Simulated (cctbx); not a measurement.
# GdAlCd4 across an absorption edge

Space group P-6m2 (no. 187), a = 5.9790 Å, b = 5.9790 Å, c = 4.3610 Å, α = 90.00°, β = 90.00°, γ = 120.00°.

```csv
atom,mult.,x,y,z,Ueq (Å²)
Gd1,1,0,0,0,0.0109
Cd1,3,0.0037,0.5019,1/2,0.0136
Cd2,1,1/3,2/3,0,0.0142
Al1,1,2/3,1/3,0,0.0231
```

This is a model crystal, built by substitution and not relaxed, with assumed displacement parameters.

Calculated with cctbx: free-atom f′ and f″ from the Sasaki tables, no fine structure; amplitudes in electrons.

| E (eV) | F 0 2 1 | F 0 1 2 | F 0 0 1 | F 0 1 1 |
| --- | --- | --- | --- | --- |
| 6643 | 91.4 | 30.4 | 27.3 | 69.2 |
| 6993 | 93.3 | 31.0 | 29.2 | 67.2 |
| 7123 | 94.9 | 31.6 | 30.7 | 65.7 |
| 7183 | 96.5 | 32.3 | 32.3 | 64.1 |
| 7213 | 97.7 | 33.0 | 33.6 | 62.8 |
| 7228 | 99.2 | 33.7 | 35.1 | 61.4 |
| 7235 | 100.5 | 34.4 | 36.4 | 60.1 |
| 7239 | 101.9 | 35.3 | 37.8 | 58.8 |
| 7247 | 102.9 | 30.4 | 37.4 | 56.7 |
| 7251 | 101.4 | 29.4 | 35.8 | 58.3 |
| 7258 | 100.0 | 28.5 | 34.4 | 59.7 |
| 7273 | 98.5 | 27.6 | 32.8 | 61.2 |
| 7303 | 97.1 | 26.8 | 31.4 | 62.6 |
| 7393 | 95.1 | 25.8 | 29.4 | 64.6 |
| 7643 | 93.6 | 25.4 | 28.0 | 66.0 |

**Question.** Which edge is crossed, and why do the reflections move as they do?

The L3 edge of Gd. The edge is at 7243 eV. f′ of Gd falls from -11.9 e at 7123 eV to -19.2 e at 4 eV below it, and f″ steps from 3.64 to 10.59 e across it. Over that approach |F| changes by +7 % (0 2 1), +12 % (0 1 2), +23 % (0 0 1) and -11 % (0 1 1): a reflection falls where Gd scatters in phase with the total and rises where it scatters against it; it hardly moves where the Gd term is small or cancels by symmetry or lies in quadrature to the total. The f″ term interferes with the normal scattering with opposite sign for the two Friedel mates. The largest Friedel difference in the scan is 28.2 % of the mean (0 1 2, at 7303 eV).

[Logs are printed without paths, hosts, clocks, repeated set-up lines and the standing remarks that a program may print on its own settings, such as how far it seeks lower states.]
